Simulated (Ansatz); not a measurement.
# Phonons of ZrB2 (P6/mmm) against volume, part 3 of 3

Aim: how do the optical modes of ZrB2 (P6/mmm) move with volume?

Ansatz 0.2.0; DFT PBEsol, scalar-relativistic, plane waves, PAW; PAW set soft_1.

So far, highest optical mode at the zone centre (no LO-TO term) (cm⁻¹): step 4 (zone-centre response at rest) 787; step 6 (volume ratio 1.06) 724.

### 7. A member of the series: 0.9 times the volume at rest

The cell is set to 0.9 times the volume at rest, and shape and atoms relax at that volume.

Contents of input.yaml:

```yaml
crystal:
  lattice:
    - [3.0499162991, 0.0, 0.0]
    - [-1.5249581496, 2.6413049945, 0.0]
    - [0.0, 0.0, 3.3774060442]
  atoms:
    - { symbol: B, position: [0.3333333333, 0.6666666667, 0.5] }
    - { symbol: B, position: [0.6666666667, 0.3333333333, 0.5] }
    - { symbol: Zr, position: [0.0, 0.0, 0.0] }
kpoints:
  mp_grid: { grid: [15, 15, 12] }
hamiltonian:
  xc: pbesol
  pseudopotentials: { kind: paw, azcp: { folder: soft_1 }, xc_functional: pbe }
scf:
  occupations: { method: methfessel_paxton, width: 0.2 }
output:
  forces: true
  stress: true
  eigenvalues: true
relax:
  adjacent_minimum: "off"
  f_tol: 0.001
  max_steps: 60
  cell: { stress_tol: 0.01, fix: [volume] }
```

Run with:

```
$ ansatz run input.yaml --threads 4 --pin off --max-ram 10240MiB --backend cpu --events-out ev --progress --plain --runs-dir out
```

Numbers of over 12 decimals in the logs are rounded to 6 here.

Output:

```text
[...]
Crystal: 3 atoms, lattice volume = 27.208 Å³
Basis set: ecut = 420 eV, 539 PW (Γ), exchange–correlation on 48×48×48 points (8 copies of the dense FFT grid, shifted against one another)
Bands: 13, of which v1, the nominal top of the filled ones, is band 9 counted from 1 (8 counted from 0)
Symmetry: 24 space group operations
[...]
k-points: 189 of 2700
[...]
--- Relaxed structure (3 steps of the walk, 3 accepted, 1 SCFs on fresh bases) ---
[...]
cell:  # Å, volume = 27.2076 Å³
    - [3.050673, 2.887466945743604e-11, 0.0]
    - [-1.525336, 2.641960, 0.0]
    - [0.0, 0.0, 3.375731]
  atoms:
    - { symbol: B, position: [0.333333, 0.666667, 0.500000] }
    - { symbol: B, position: [0.666667, 0.333333, 0.500000] }
    - { symbol: Zr, position: [0, 0, 0.0] }
[key lines of the parts left out:]
SCF converged after 5 iterations
Free energy (F): -4436.962797 eV
Fermi energy:    17.720639 eV
P = ⅓ Tr σ = 32.3511 GPa (323.511 kbar)
```

The job ended after 4 s (4 threads of Intel Xeon at 2.60GHz (Ice Lake), shared host; peak memory 0.42 GiB).

Little changed from the start: no atom moved by 0.005 Å and no cell edge by 0.1 %.

This step gave:

```
pressure        : 32.35 GPa
volume per atom : 9.069 Å³
```

The forces vanish by symmetry, at a pressure of 32.35 GPa.

### 8. Zone-centre modes of the member: 0.9 times the volume at rest

The zone-centre modes follow for 0.9 times the volume at rest.

input.yaml, the sections that differ from step 7:

```yaml
crystal:
  lattice:
    - [3.0506727672, 0.0, 0.0]
    - [-1.5253363836, 2.641960115, 0.0]
    - [0.0, 0.0, 3.3757312772]
  atoms:
    - { symbol: B, position: [0.3333333333, 0.6666666667, 0.5] }
    - { symbol: B, position: [0.6666666667, 0.3333333333, 0.5] }
    - { symbol: Zr, position: [0.0, 0.0, 0.0] }
output:
  eigenvalues: true
phonons:
  method: dfpt
# kpoints, hamiltonian, scf: as in step 7
# relax: removed
```

Output:

```text
[...]
Crystal: 3 atoms, lattice volume = 27.208 Å³
Basis set: ecut = 420 eV, 539 PW (Γ), exchange–correlation on 48×48×48 points (8 copies of the dense FFT grid, shifted against one another)
Bands: 13, of which v1, the nominal top of the filled ones, is band 9 counted from 1 (8 counted from 0)
Symmetry: 24 space group operations
k-points: 448 of 2700 (irreducible under 4 space group operations, time reversal used)
[...]
k-point 2: bands = [... 5 lower, 13.3828, 15.1081, 15.1081, 16.9958, 20.0017, 20.0017, 21.6924, 21.6924]
  k-point 447: bands = [... 5 lower, 10.3932, 12.9514, 14.1509, 15.0456, 21.8278, 23.2913, 23.5124, 24.6759]
[...]
ASR residual: 4.176e-5 → 0.000e0 eV/Å²; symmetrization residual: 4.023e-7 eV/Å²
  ASR residual per site (eV/Å²): 1.19e-5 1.19e-5 4.18e-5
  Γ frequencies (cm⁻¹): 0.00 0.00 0.00 529.38 529.38 577.09 641.67 909.51 909.51
[...]
[key lines of the parts left out:]
SCF converged after 8 iterations
Free energy (F): -4436.962797 eV
Fermi energy:    17.720640 eV
```

Run time: 14 s. Hardware: 4 threads; peak memory 0.84 GiB.

This step gave:

```
sum-rule residual before enforcement                    : 4.18e-5 eV/Å²
highest optical mode at the zone centre (no LO-TO term) : 909.5 cm⁻¹
lowest optical zone-centre mode                         : 529.4 cm⁻¹
```

Patterns of degenerate modes are one choice out of their space. The modes at Γ (shares of kinetic energy by element, %):

```csv
mode,frequency (cm⁻¹),symmetry,B %,Zr %
1,0.0,acoustic,19,81
2,0.0,acoustic,19,81
3,0.0,acoustic,19,81
4,529.4,E1u,81,19
5,529.4,E1u,81,19
6,577.1,A2u,81,19
7,641.7,B1g,100,0
8,909.5,E2g,100,0
9,909.5,E2g,100,0
```

The lowest optical mode is real, 529 cm⁻¹, and the highest lies at 909.5 cm⁻¹.

For the highest optical mode at the zone centre (no LO-TO term), step 4 gave 787 cm⁻¹; this run, with volume ratio 0.9, gives 910 cm⁻¹ (+15 %).

### 9. All members side by side

The members are set side by side, also those not shown above.

Each row is one cell with its response, relaxed at fixed volume as far as symmetry leaves anything free; energies are extrapolated to zero smearing, and E0 is that at rest; shape and atoms are relaxed in each cell where symmetry leaves them free; all runs use 15×15×12 k points and Methfessel-Paxton smearing of 0.2 eV. State of the crystal along the series:

| volume ratio | V (Å³/atom) | pressure (GPa) | E - E0 (meV/atom) | first cell vector (Å) | third cell vector (Å) |
| --- | --- | --- | --- | --- | --- |
| 0.9 | 9.069 | 32.35 | 93.34 | 3.051 | 3.376 |
| 0.92 | 9.271 | 24.53 | 57.65 | 3.072 | 3.402 |
| 0.94 | 9.472 | 17.46 | 31.31 | 3.094 | 3.429 |
| 0.96 | 9.674 | 11.05 | 13.45 | 3.114 | 3.455 |
| 0.98 | 9.875 | 5.254 | 3.251 | 3.135 | 3.481 |
| 0.99 | 9.976 | 2.563 | 0.7987 | 3.145 | 3.494 |
| 1 | 10.08 | 0.001675 | 0 | 3.155 | 3.507 |
| 1.02 | 10.28 | -4.757 | 3.038 | 3.174 | 3.534 |
| 1.04 | 10.48 | -9.068 | 11.78 | 3.194 | 3.559 |
| 1.06 | 10.68 | -12.97 | 25.68 | 3.212 | 3.586 |

Each mode is tracked from rest by its pattern, and modes that stay within 0.3 cm⁻¹ of each other stand once; shape and atoms are relaxed in each cell where symmetry leaves them free; all runs use 15×15×12 k points and Methfessel-Paxton smearing of 0.2 eV. Optical modes along the series:

```csv
V (Å³/atom),mode 4 E1u (cm⁻¹),mode 6 A2u (cm⁻¹),mode 7 B1g (cm⁻¹),mode 8 E2g (cm⁻¹)
9.069,529.4,577.1,641.7,909.5
9.271,515.1,556.7,626.8,883.3
9.472,501.2,536.9,612.3,858.1
9.674,487.7,517.6,598.1,833.7
9.875,474.6,498.8,584.4,810.2
9.976,468.1,489.6,577.6,798.7
10.08,461.8,480.6,571,787.5
10.28,449.4,462.7,557.9,765.5
10.48,437.3,445.3,545.2,744.2
10.68,425.5,428.3,532.9,723.5
```

From cubic fits (parabolas where under five rows exist) of ln ω and P against ln V through the rows within about 4 % of rest: γ = −d ln ω / d ln V and dω/dP = γ ω / B. Slopes at rest:

| mode | fitted frequency at rest (cm⁻¹) | Grüneisen parameter γ | dω/dP (cm⁻¹/GPa) |
| --- | --- | --- | --- |
| mode 4 E1u | 461.8 | 1.37 | 2.52 |
| mode 6 A2u | 480.5 | 1.88 | 3.61 |
| mode 7 B1g | 570.9 | 1.16 | 2.65 |
| mode 8 E2g | 787.5 | 1.42 | 4.48 |

### 10. What came out

```json
{"members": "10", "highest optical mode at the zone centre (no LO-TO term), at rest": "787.5 cm⁻¹", "bulk modulus at rest": "250 GPa", "mode 4 E1u, γ": "1.37", "mode 6 A2u, γ": "1.88", "mode 7 B1g, γ": "1.16", "mode 8 E2g, γ": "1.42"}
```

What this shows: The series spans -13.0 to 32.4 GPa, and the slope at rest gives a bulk modulus of 250 GPa. Among the modes in the table of slopes γ runs from 1.16 (mode 7 B1g) to 1.88 (mode 6 A2u). One k mesh and one cutoff serve the ground states and modes of all volumes. These are harmonic frequencies at zero temperature: anharmonic shifts, linewidths and thermal expansion are left out. With no gap, or one that is small against the smearing, the frequencies hang on the k mesh and the smearing, most of all near Kohn anomalies. The PAW files were made for PBE; the program adapts parts of them to the functional of the run, but their partial waves stay those of PBE, an approximation that was not tested in this session. Only the zone centre was solved, so an instability at another wavevector cannot show here.

[Logs are printed without paths, hosts, clocks, repeated set-up lines and the standing remarks that a program may print on its own settings, such as how far it seeks lower states.]

[Hosts, paths, dates, database ids (printed as entryN), source tags and the programs' standing remarks are cut or masked in the printed files.]
